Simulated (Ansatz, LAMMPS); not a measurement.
# Glassy 63SiO2-14B2O3-11Na2O-11CaO (mol %) (111 atoms) under strain, part 2 of 4

How stiff is glassy 63SiO2-14B2O3-11Na2O-11CaO (mol %) (111 atoms), and how do its levels respond to strain?

Ansatz 0.2.0; Kohn-Sham DFT, PBE, PAW (set soft_2), plane waves.

The cell: 22 Si, 10 B, 8 Na, 4 Ca and 67 O. The quench rate of 300 K/ps far exceeds what a furnace or splat quench reaches. The starting topology of bonds comes from the classical model. Only the Γ point is sampled.

So far. Step 2 (Single point at the start): The r.m.s. force at the start is 1.1 eV/Å.

## Step 3: Cell and atoms relaxed

The cell is relaxed with the atoms, since the starting lattice needn't suit this functional.

The input, input.yaml:

```yaml
crystal:
  lattice:
    - [11.26868, 0.0, 0.0]
    - [0.0, 11.26868, 0.0]
    - [0.0, 0.0, 11.26868]
  atoms:
    [... the 111 atom lines of step 2 ...]
kpoints:
  mp_grid: { grid: [1, 1, 1] }
hamiltonian:
  xc: pbe
scf:
  occupations: { method: fixed }
output:
  forces: true
relax:
  f_tol: 0.05
  max_steps: 150
  cell: {}
```

Command:

```bash
ansatz run input.yaml --threads 4 --pin off --max-ram 8192MiB --backend cpu --events-out ev --progress --plain --runs-dir out
```

Numbers of over 12 decimals in the logs are rounded to 6 here.

Log:

```text
[...]
Crystal: 111 atoms, lattice volume = 1430.932 Å³
Basis set: ecut = 420 eV, 28017 PW (Γ), exchange–correlation on 160×160×160 points (8 copies of the dense FFT grid, shifted against one another)
Bands: 427, of which v1, the nominal top of the filled ones, is band 316 counted from 1 (315 counted from 0)
Symmetry: 1 space group operations
[...]
k-points: 1
[...]
SCF iter   1: F=—  HF=-72831.506641 eV  |F-HF|=—  |Δ(HF+E_count)|=         —  Δρ=4.19e-3  dr2=5.17e-1  ethr=1.77e-3  ⟨swp⟩=6.0  Hψ=1478  notcnv=0  defer=108
[...]
SCF iter   5: F=—  HF=-72831.386426 eV  |F-HF|=—  |Δ(HF+E_count)|=   2.08e-4  Δρ=2.19e-4  dr2=6.82e-4  ethr=5.42e-7  ⟨swp⟩=3.0  Hψ=639  notcnv=0  defer=96
[...]
SCF iter   9: F=—  HF=-72831.383314 eV  |F-HF|=—  |Δ(HF+E_count)|=   1.03e-6  Δρ=4.41e-6  dr2=3.12e-7  ethr=3.76e-10  ⟨swp⟩=3.0  Hψ=539  notcnv=0  defer=96
SCF iter  10: F=-72831.383314 eV  HF=-72831.383314 eV  |F-HF|=2.79e-8  |Δ(HF+E_count)|=   2.12e-7  Δρ=2.75e-6  dr2=9.51e-8  ethr=1.58e-11  ⟨swp⟩=5.0  Hψ=1261  notcnv=0
SCF 1 converged in 10 iterations: F = -72831.383314 eV  dr2 = 9.51e-8
[...]
relax step   1: F+E_penalty+E_count = -72831.38331389 eV  Δ(F+E_penalty+E_count) = +0.000e0 eV  max|allowed force component| = 5.290e0 eV/Å  Δτ_max = 0.0000 Å  P = -0.235 GPa  Ω = 1430.932 Å³  (10 SCF iters, dr2 threshold 1.00e-7 eV, accepted)
[... from here on, the SCF cycles and remarks between the steps are left out ...]
relax step   2: F+E_penalty+E_count = -72835.97828634 eV  Δ(F+E_penalty+E_count) = -4.595e0 eV  max|allowed force component| = 3.795e0 eV/Å  Δτ_max = 0.1971 Å  P = +0.057 GPa  Ω = 1421.602 Å³  energy of the carried Pulay correction = +3.195e-2 eV  (8 SCF iters, dr2 threshold 1.11e-5 eV, accepted)
relax step   3: F+E_penalty+E_count = -72839.09807991 eV  Δ(F+E_penalty+E_count) = -3.120e0 eV  max|allowed force component| = 1.177e0 eV/Å  Δτ_max = 0.1987 Å  P = +0.280 GPa  Ω = 1417.583 Å³  energy of the carried Pulay correction = +4.578e-2 eV  (8 SCF iters, dr2 threshold 1.11e-5 eV, accepted)
relax step   4: F+E_penalty+E_count = -72839.71829081 eV  Δ(F+E_penalty+E_count) = -6.202e-1 eV  max|allowed force component| = 7.957e-1 eV/Å  Δτ_max = 0.1950 Å  P = -0.046 GPa  Ω = 1420.525 Å³  energy of the carried Pulay correction = +3.565e-2 eV  (7 SCF iters, dr2 threshold 1.11e-5 eV, accepted)
relax step   5: F+E_penalty+E_count = -72840.12355571 eV  Δ(F+E_penalty+E_count) = -4.053e-1 eV  max|allowed force component| = 7.364e-1 eV/Å  Δτ_max = 0.1953 Å  P = -0.139 GPa  Ω = 1421.754 Å³  energy of the carried Pulay correction = +3.143e-2 eV  (7 SCF iters, dr2 threshold 1.11e-5 eV, accepted)
relax step   6: F+E_penalty+E_count = -72840.46520071 eV  Δ(F+E_penalty+E_count) = -3.416e-1 eV  max|allowed force component| = 8.054e-1 eV/Å  Δτ_max = 0.2000 Å  P = -0.151 GPa  Ω = 1424.847 Å³  energy of the carried Pulay correction = +2.081e-2 eV  (7 SCF iters, dr2 threshold 1.11e-5 eV, accepted)
relax step   7: F+E_penalty+E_count = -72840.74536134 eV  Δ(F+E_penalty+E_count) = -2.802e-1 eV  max|allowed force component| = 5.069e-1 eV/Å  Δτ_max = 0.1975 Å  P = +0.038 GPa  Ω = 1425.255 Å³  energy of the carried Pulay correction = +1.942e-2 eV  (7 SCF iters, dr2 threshold 1.11e-5 eV, accepted)
relax step   8: F+E_penalty+E_count = -72840.82402792 eV  Δ(F+E_penalty+E_count) = -7.867e-2 eV  max|allowed force component| = 8.631e-1 eV/Å  Δτ_max = 0.1945 Å  P = -0.126 GPa  Ω = 1430.421 Å³  energy of the carried Pulay correction = +1.746e-3 eV  (7 SCF iters, dr2 threshold 1.11e-5 eV, accepted)
relax step   9: F+E_penalty+E_count = -72840.94039641 eV  Δ(F+E_penalty+E_count) = -1.164e-1 eV  max|allowed force component| = 4.617e-1 eV/Å  Δτ_max = 0.2000 Å  P = -0.097 GPa  Ω = 1433.446 Å³  energy of the carried Pulay correction = -8.572e-3 eV  (7 SCF iters, dr2 threshold 1.11e-5 eV, accepted)
relax step  10: F+E_penalty+E_count = -72841.01071629 eV  Δ(F+E_penalty+E_count) = -7.032e-2 eV  max|allowed force component| = 2.208e-1 eV/Å  Δτ_max = 0.1951 Å  P = +0.160 GPa  Ω = 1434.137 Å³  energy of the carried Pulay correction = -1.092e-2 eV  (7 SCF iters, dr2 threshold 1.11e-5 eV, accepted)
relax step  11: F+E_penalty+E_count = -72841.06176819 eV  Δ(F+E_penalty+E_count) = -5.105e-2 eV  max|allowed force component| = 3.195e-1 eV/Å  Δτ_max = 0.1957 Å  P = -0.097 GPa  Ω = 1440.898 Å³  energy of the carried Pulay correction = -3.389e-2 eV  (7 SCF iters, dr2 threshold 3.05e-6 eV, accepted)
relax step  12: F+E_penalty+E_count = -72841.13510424 eV  Δ(F+E_penalty+E_count) = -7.334e-2 eV  max|allowed force component| = 3.454e-1 eV/Å  Δτ_max = 0.1946 Å  P = +0.054 GPa  Ω = 1442.450 Å³  energy of the carried Pulay correction = -3.915e-2 eV  (7 SCF iters, dr2 threshold 6.38e-6 eV, accepted)
relax step  13: F+E_penalty+E_count = -72841.19152785 eV  Δ(F+E_penalty+E_count) = -5.642e-2 eV  max|allowed force component| = 1.737e-1 eV/Å  Δτ_max = 0.1950 Å  P = -0.025 GPa  Ω = 1444.704 Å³  energy of the carried Pulay correction = -4.678e-2 eV  (7 SCF iters, dr2 threshold 7.46e-6 eV, accepted)
relax step  14: F+E_penalty+E_count = -72841.24948391 eV  Δ(F+E_penalty+E_count) = -5.796e-2 eV  max|allowed force component| = 1.527e-1 eV/Å  Δτ_max = 0.1942 Å  P = -0.037 GPa  Ω = 1445.118 Å³  energy of the carried Pulay correction = -4.818e-2 eV  (7 SCF iters, dr2 threshold 1.89e-6 eV, accepted)
relax step  15: F+E_penalty+E_count = -72841.29317341 eV  Δ(F+E_penalty+E_count) = -4.369e-2 eV  max|allowed force component| = 1.775e-1 eV/Å  Δτ_max = 0.1971 Å  P = +0.015 GPa  Ω = 1444.563 Å³  energy of the carried Pulay correction = -4.630e-2 eV  (7 SCF iters, dr2 threshold 1.46e-6 eV, accepted)
relax step  16: F+E_penalty+E_count = -72841.31174362 eV  Δ(F+E_penalty+E_count) = -1.857e-2 eV  max|allowed force component| = 1.182e-1 eV/Å  Δτ_max = 0.1016 Å  P = +0.049 GPa  Ω = 1443.431 Å³  energy of the carried Pulay correction = -4.247e-2 eV  (7 SCF iters, dr2 threshold 1.97e-6 eV, accepted)
relax step  17: F+E_penalty+E_count = -72841.28704794 eV  Δ(F+E_penalty+E_count) = +2.470e-2 eV  max|allowed force component| = 2.407e-1 eV/Å  Δτ_max = 0.2000 Å  P = -0.181 GPa  Ω = 1448.563 Å³  energy of the carried Pulay correction = -5.981e-2 eV  (9 SCF iters, dr2 threshold 8.73e-7 eV, rejected (line search))
relax step  18: F+E_penalty+E_count = -72841.32511552 eV  Δ(F+E_penalty+E_count) = -1.337e-2 eV  max|allowed force component| = 6.045e-2 eV/Å  Δτ_max = 0.0982 Å  P = -0.014 GPa  Ω = 1445.788 Å³  energy of the carried Pulay correction = -5.044e-2 eV  (12 SCF iters, accepted)
relax step  19: F+E_penalty+E_count = -72841.31373253 eV  Δ(F+E_penalty+E_count) = +1.138e-2 eV  max|allowed force component| = 1.954e-1 eV/Å  Δτ_max = 0.1000 Å  P = -0.072 GPa  Ω = 1448.812 Å³  energy of the carried Pulay correction = -6.064e-2 eV  (8 SCF iters, dr2 threshold 2.28e-7 eV, rejected (line search))
relax step  20: F+E_penalty+E_count = -72841.33244466 eV  Δ(F+E_penalty+E_count) = -7.329e-3 eV  max|allowed force component| = 3.560e-2 eV/Å  Δτ_max = 0.0487 Å  P = +0.011 GPa  Ω = 1446.173 Å³  energy of the carried Pulay correction = -5.174e-2 eV  (11 SCF iters, accepted)
relax step  21: F+E_penalty+E_count = -72841.33111079 eV  Δ(F+E_penalty+E_count) = +1.334e-3 eV  max|allowed force component| = 5.181e-2 eV/Å  Δτ_max = 0.0491 Å  P = -0.026 GPa  Ω = 1447.254 Å³  energy of the carried Pulay correction = -5.539e-2 eV  (11 SCF iters, accepted)
relax step  22: F+E_penalty+E_count = -72841.33233231 eV  Δ(F+E_penalty+E_count) = -1.222e-3 eV  max|allowed force component| = 4.213e-2 eV/Å  Δτ_max = 0.0168 Å  P = -0.017 GPa  Ω = 1447.220 Å³  energy of the carried Pulay correction = -5.528e-2 eV  (7 SCF iters, dr2 threshold 1.68e-7 eV, accepted)
relax step  23: F+E_penalty+E_count = -72841.39507754 eV  Δ(F+E_penalty+E_count) = -6.275e-2 eV  max|allowed force component| = 4.178e-2 eV/Å  Δτ_max = 0.0000 Å  P = +0.072 GPa  Ω = 1447.220 Å³  stress off target by 1.77e-1 GPa  SCF on the basis re-selected at this cell (its energy is not comparable with the rows above)  (7 SCF iters)
relax step  24: F+E_penalty+E_count = -72841.39148864 eV  Δ(F+E_penalty+E_count) = +3.589e-3 eV  max|allowed force component| = 2.639e-2 eV/Å  Δτ_max = 0.0228 Å  P = -0.018 GPa  Ω = 1449.028 Å³  energy of the carried Pulay correction = -6.423e-3 eV  (7 SCF iters, dr2 threshold 7.79e-8 eV, accepted)
relax step  25: F+E_penalty+E_count = -72841.39734486 eV  Δ(F+E_penalty+E_count) = -5.856e-3 eV  max|allowed force component| = 2.639e-2 eV/Å  Δτ_max = 0.0000 Å  P = -0.015 GPa  Ω = 1449.028 Å³  stress off target by 3.25e-2 GPa  SCF on the basis re-selected at this cell (its energy is not comparable with the rows above)  (6 SCF iters)
[...]
SCF converged after 6 iterations
Free energy (F): -72841.397345 eV
[...]
Internal energy: -72841.397345 eV  (E = F + TS)
E sigma→0 (E₀):  -72841.397345 eV
Fermi energy:    3.780481 eV
[...]
Σ components = -72841.397345   (vs F -72841.397345, Δ=0.00e0)
--- Forces (eV/Å), atoms counted from 1 ---
  atom   1  Si    -0.00474993    -0.02639032     0.00709367
  atom   2  Si     0.00235138     0.00247406     0.00473129
  atom   3  Si     0.00213125     0.01580998    -0.00839976
  atom   4  Si     0.00837578    -0.01084687    -0.01404027
[...]
atom 111  O      0.00259648     0.00573620     0.00526715
  max |Σ_I F_I| component: 5.75e-5 eV/Å
--- Stress (GPa, compression-positive) ---
       -0.018787      -0.009724       0.003580
       -0.009722      -0.009263       0.012788
        0.003584       0.012797      -0.017255
  P = ⅓ Tr σ = -0.0151 GPa (-0.151 kbar)
--- Relaxed structure (23 steps of the walk, 21 accepted, 2 SCFs on fresh bases) ---
  F+E_penalty+E_count = -72841.39734486 eV   max|allowed force component| = 2.639e-2 eV/Å   (the final SCF, on the basis selected at the relaxed cell)
  cell:  # Å, volume = 1449.0282 Å³
    - [11.340377, -0.041308, 0.095827]
    - [-0.041308, 11.283176, 0.160976]
    - [0.095827, 0.160976, 11.327740]
  atoms:
    - { symbol: Si, position: [0.058728, 0.020280, 0.222110] }
    - { symbol: Si, position: [0.421694, 0.846895, 0.337810] }
    - { symbol: Si, position: [0.628777, 0.836895, 0.177351] }
    - { symbol: Si, position: [0.050412, 0.413384, 0.254388] }
[...]
- { symbol: O, position: [0.968691, 0.317629, 0.685199] }
```

Elapsed: 3.9 min, on 4 threads of Intel Xeon Platinum 8375C at 2.90GHz (Ice Lake), shared host; peak memory 1.9 GiB; 14 min of CPU time.

The relaxation converged after 23 steps, with a largest force component of 0.026 eV/Å.

## Step 4: Single point at the relaxed geometry

One more single point at the end of the walk gives the fuller output and checks the residual forces.

The input, input.yaml:

```yaml
crystal:
  lattice:
    - [11.34038, -0.04131, 0.09583]
    - [-0.04131, 11.28318, 0.16098]
    - [0.09583, 0.16098, 11.32774]
  atoms:
    - { symbol: Si, position: [0.05873, 0.02028, 0.22211] }
    - { symbol: Si, position: [0.42169, 0.8469, 0.33781] }
    - { symbol: Si, position: [0.62878, 0.83689, 0.17735] }
    - { symbol: Si, position: [0.05041, 0.41338, 0.25439] }
    - { symbol: Si, position: [0.77137, 0.25357, 0.93947] }
    - { symbol: Si, position: [0.66852, 0.59873, 0.32697] }
    [... 99 atom lines left out ...]
    - { symbol: O, position: [0.34366, 0.24424, 0.36059] }
    - { symbol: O, position: [0.74422, 0.82526, 0.8234] }
    - { symbol: O, position: [0.92708, 0.47299, 0.81042] }
    - { symbol: O, position: [0.58374, 0.50283, 0.61983] }
    - { symbol: O, position: [0.5828, 0.98242, 0.84988] }
    - { symbol: O, position: [0.96869, 0.31763, 0.6852] }
kpoints:
  mp_grid: { grid: [1, 1, 1] }
hamiltonian:
  xc: pbe
scf:
  occupations: { method: fixed }
output:
  forces: true
  stress: true
  populations: true
  dos:
    method: { smearing: { sigma: 0.15 } }
    de: 0.1
    projected: { site_lists: { B: [B], Ca: [Ca], Na: [Na], O: [O], Si: [Si] } }
  eigenvalues: true
  write_density: true
  write_potential: true
  volumetric_format: npy
  elf: true
```

Log:

```text
[...]
Crystal: 111 atoms, lattice volume = 1449.029 Å³
Basis set: ecut = 420 eV, 28285 PW (Γ), exchange–correlation on 160×160×160 points (8 copies of the dense FFT grid, shifted against one another)
Bands: 427, of which v1, the nominal top of the filled ones, is band 316 counted from 1 (315 counted from 0)
Symmetry: 1 space group operations
[...]
k-points: 1
[...]
SCF iter   1: F=—  HF=-72841.391297 eV  |F-HF|=—  |Δ(HF+E_count)|=         —  Δρ=2.49e-3  dr2=9.55e-2  ethr=1.77e-3  ⟨swp⟩=5.0  Hψ=1549  notcnv=0  defer=109
[...]
SCF iter   9: F=-72841.397345 eV  HF=-72841.397345 eV  |F-HF|=1.83e-8  |Δ(HF+E_count)|=   1.36e-8  Δρ=1.83e-6  dr2=5.06e-8  ethr=1.58e-11  ⟨swp⟩=21.0  Hψ=4404  notcnv=0
SCF 1 converged in 9 iterations: F = -72841.397345 eV  dr2 = 5.06e-8
[...]
WARN: The input density's exchange-correlation potential varies sharply where the density is thin. Do not read a vacuum level from v_tot or v_xc, or from such a field of the output density. On a cell that repeats whose density bears no net charge and no dipole along the vacuum's axis use v_es (v_loc + v_h of the components); [...]
SCF converged after 9 iterations
Free energy (F): -72841.397345 eV
[...]
Internal energy: -72841.397345 eV  (E = F + TS)
E sigma→0 (E₀):  -72841.397345 eV
Fermi energy:    3.780669 eV
[...]
--- Forces (eV/Å), atoms counted from 1 ---
  atom   1  Si    -0.00413657    -0.02733708     0.00735553
  atom   2  Si     0.00462867    -0.00094999     0.00296294
  atom   3  Si     0.00071389     0.01643288    -0.00903460
  atom   4  Si     0.01098855    -0.00794653    -0.01437905
  atom   5  Si     0.00217647    -0.01069668     0.00214545
  atom   6  Si    -0.00312225    -0.00286678     0.00232889
  atom   7  Si     0.01286964     0.00261708     0.00699913
  atom   8  Si     0.01058918    -0.00401504    -0.01854990
  atom   9  Si     0.00308320     0.00365683     0.00061690
  atom  10  Si    -0.00257919     0.01555331     0.00149941
  atom  11  Si     0.00732992     0.00772488    -0.01230743
  atom  12  Si    -0.00415844    -0.00225968    -0.00261563
  atom  13  Si     0.00675605     0.01580446     0.01637743
  atom  14  Si     0.00995500    -0.00252466    -0.01532923
[...]
atom 110  O     -0.00590733    -0.00520338     0.00333944
  atom 111  O      0.00346083     0.00507337     0.00535828
  max |Σ_I F_I| component: 7.94e-5 eV/Å
--- Stress (GPa, compression-positive) ---
       -0.019526      -0.011738       0.002595
       -0.011736      -0.009031       0.013348
        0.002599       0.013356      -0.018172
  P = ⅓ Tr σ = -0.0156 GPa (-0.156 kbar)
--- Band table (eV) ---
[...]
--- Löwdin populations: 111 sites ---
  site symbol       q [e]
     0     Si      2.3371
     1     Si      2.2575
     2     Si      2.3289
[...]
110      O      6.6606
  spilling = 0.011192 (of n_electrons = 632.000000)
```

The job ended after 31 s (4 threads; peak memory 2.1 GiB; 1.8 min of CPU time).

The program notes that the exchange-correlation potential is rough where the density is thin.

The run gave:

```
free energy                                      : -72841.3973 eV
free energy per atom                             : -656.2288 eV/atom
SCF cycles                                       : 9
pressure                                         : -0.01558 GPa
r.m.s. force component                           : 0.00823 eV/Å
longest force                                    : 0.03318 eV/Å
Fermi energy                                     : 3.781 eV
gap (highest filled to lowest empty level) : 3.532 eV
spilling of the projection                       : 0.01119
```

Löwdin charges by element and coordination (they lack the spilled electrons, 0.064 e an atom on average):

```csv
element,coordination,atoms,mean charge (e),spread,least,most
B,all,10,0.569,0.0283,0.520,0.624
B,3,4,0.583,0.032,0.541,0.624
B,4,6,0.560,0.021,0.520,0.582
Ca,all,4,1.79,0.0102,1.77,1.80
Ca,5,1,1.77,0,1.77,1.77
Ca,6,1,1.80,0,1.80,1.80
Ca,7,2,1.79,0.0053,1.79,1.80
Na,all,8,0.82,0.0147,0.799,0.845
Na,4,3,0.819,0.0074,0.811,0.829
Na,5,2,0.803,0.004,0.799,0.807
Na,6,3,0.833,0.0121,0.816,0.845
O,all,67,-0.746,0.109,-1.01,-0.475
O,2,18,-0.752,0.0857,-0.965,-0.595
O,3,42,-0.742,0.112,-1.00,-0.475
O,4,7,-0.753,0.143,-1.01,-0.518
Si,all,22,1.71,0.0389,1.60,1.76
Si,4,21,1.71,0.0383,1.60,1.76
Si,5,1,1.66,0,1.66,1.66
```

Density of states as counts of states in windows of 1 eV (from the Fermi level), total and the larger projections:

```csv
from (eV),to (eV),total,O p,Si p
-10,-9,15.6,10.4,0.7
-9,-8,17.8,12.2,1.2
-8,-7,23.4,16.7,2.6
-7,-6,38.2,28.3,5.4
-6,-5,27.6,21.0,2.6
-5,-4,51.7,42.1,3.2
-4,-3,61.0,54.2,2.3
-3,-2,77.1,72.0,1.5
-2,-1,58.0,55.2,0.8
-1,0,26.3,25.0,0.3
0,1,1.0,1.0,0.0
1,3,0.0,0.0,0.0
3,4,2.0,0.1,0.1
4,5,6.6,0.6,0.7
```

With fixed occupations the program's Fermi level is the highest filled level; weight inside the gap is the broadening of levels at its edges.

Between -26 and -10 eV lie 210 more states.

About 25 of the 632 electrons lie in deeper levels, below the stored range.

The levels nearest the highest filled one (over half full), pooled over k-points and spins:

```csv
level less the highest filled one (eV),occupation
-0.522,2
-0.429,2
-0.306,2
-0.274,2
-0.224,2
0,2
3.53,0
4.51,0
4.68,0
4.95,0
5.00,0
5.16,0
```

ELF in the ac plane at fractional y = 0.089, with atoms of Si and B and Na and O within 0.2 Å of it. It is the smooth field of the valence electrons, not physical close to the nuclei.

Ten even steps from '0' (0.00) to '9' (0.86), each cell a mean:
```
02331169999851000002699862000000
01232279659950000001699974000000
32110148878620000011489852000023
88620025885211000012257520000268
89731233224677400013202455410389
88621354259889721357734899950169
55311232159889833788732799961025
11100000027998512788621589740000
55420000001333221244310122200024
98751146630014774211000000000268
99962589983137998410000000000368
77622896696258998620000000000135
22212798896137887520000000000001
57874357772112333200000000000013
98797212221233210000000000000037
97588400012454210000000000000037
78996200001222100000000035420003
23542100000011000000100265660011
76323455300000000001100265550256
98436899740000000001100035510589
97327999841000000000000000001589
53126998520000000000000000000256
10123554200000000000011000000001
01211213444420000001456420000000
```
Columns run along a (11.3 Å), rows up along c (11.3 Å). Atoms in or near the plane, at fractional coordinates: Si at (0.16, 0.01), Si at (0.49, 0.65), B at (0.66, 0.81), Na at (0.80, 0.24), O at (0.06, 0.35), O at (0.24, 0.51), O at (0.28, 0.92).

Valence density in the ac plane at fractional y = 0.089, with atoms of Si and B and Na and O within 0.2 Å of it. It is the smooth field of the valence electrons, not physical close to the nuclei.

Values in units of 1e0 e/Å³, 13 rows by 16 columns, each cell a mean:
```
0.1 0.3 0.2 1.1 3.8 1.3 0.1 0.0 0.0 0.1 0.6 0.9 0.2 0.0 0.0 0.0
0.6 0.3 0.1 0.8 3.3 1.1 0.1 0.0 0.1 0.2 0.9 1.2 0.2 0.0 0.0 0.3
3.2 0.7 0.2 0.3 0.6 0.9 0.9 0.2 0.1 0.4 0.6 0.6 0.6 0.2 0.1 1.2
0.5 0.2 0.1 0.2 0.3 2.2 3.3 0.6 0.5 1.0 0.6 0.6 1.6 0.4 0.1 0.2
0.3 0.2 0.1 0.1 0.1 0.2 0.5 0.3 0.3 0.4 0.2 0.1 0.2 0.1 0.0 0.1
1.3 0.7 0.3 1.3 1.1 0.2 0.4 1.2 0.5 0.1 0.0 0.0 0.0 0.0 0.0 0.3
0.5 0.4 0.6 3.6 3.4 0.5 0.6 1.2 0.4 0.0 0.0 0.0 0.0 0.0 0.0 0.1
1.2 1.7 0.4 0.4 0.5 0.2 0.3 0.2 0.0 0.0 0.0 0.0 0.0 0.0 0.0 0.1
3.0 4.0 0.4 0.0 0.1 0.2 0.2 0.1 0.0 0.0 0.0 0.0 0.1 0.1 0.0 0.2
0.5 0.5 0.2 0.1 0.0 0.0 0.0 0.0 0.0 0.0 0.0 0.1 6.5 4.7 0.1 0.2
1.1 0.4 0.7 0.8 0.1 0.0 0.0 0.0 0.0 0.0 0.0 0.1 2.0 1.5 0.2 1.0
0.4 0.3 1.0 1.3 0.2 0.0 0.0 0.0 0.0 0.0 0.0 0.0 0.0 0.0 0.1 0.4
0.1 0.2 0.2 0.3 0.2 0.1 0.0 0.0 0.0 0.0 0.0 0.1 0.0 0.0 0.0 0.0
```
Columns run along a (11.3 Å), rows up along c (11.3 Å). Atoms in or near the plane, at fractional coordinates: Si at (0.16, 0.01), Si at (0.49, 0.65), B at (0.66, 0.81), Na at (0.80, 0.24), O at (0.06, 0.35), O at (0.24, 0.51), O at (0.28, 0.92).

Between filled and empty levels lie 3.53 eV (at Γ alone); a semilocal functional tends to put such gaps too low. In a disordered cell it changes from sample to sample, and tail or defect levels can set it. Mean Löwdin charges: B +0.57, Ca +1.79, Na +0.82, O -0.75, Si +1.71 e (they miss 1.1 % of the electrons, so they add up to more than the cell's charge).

(Part 2 of 4 ends here.)

[Logs are printed without paths, hosts, clocks, repeated set-up lines and the standing remarks that a program may print on its own settings, such as how far it seeks lower states.]

[Hosts, paths, dates, database ids (printed as entryN), source tags and the programs' standing remarks are cut or masked in the printed files.]
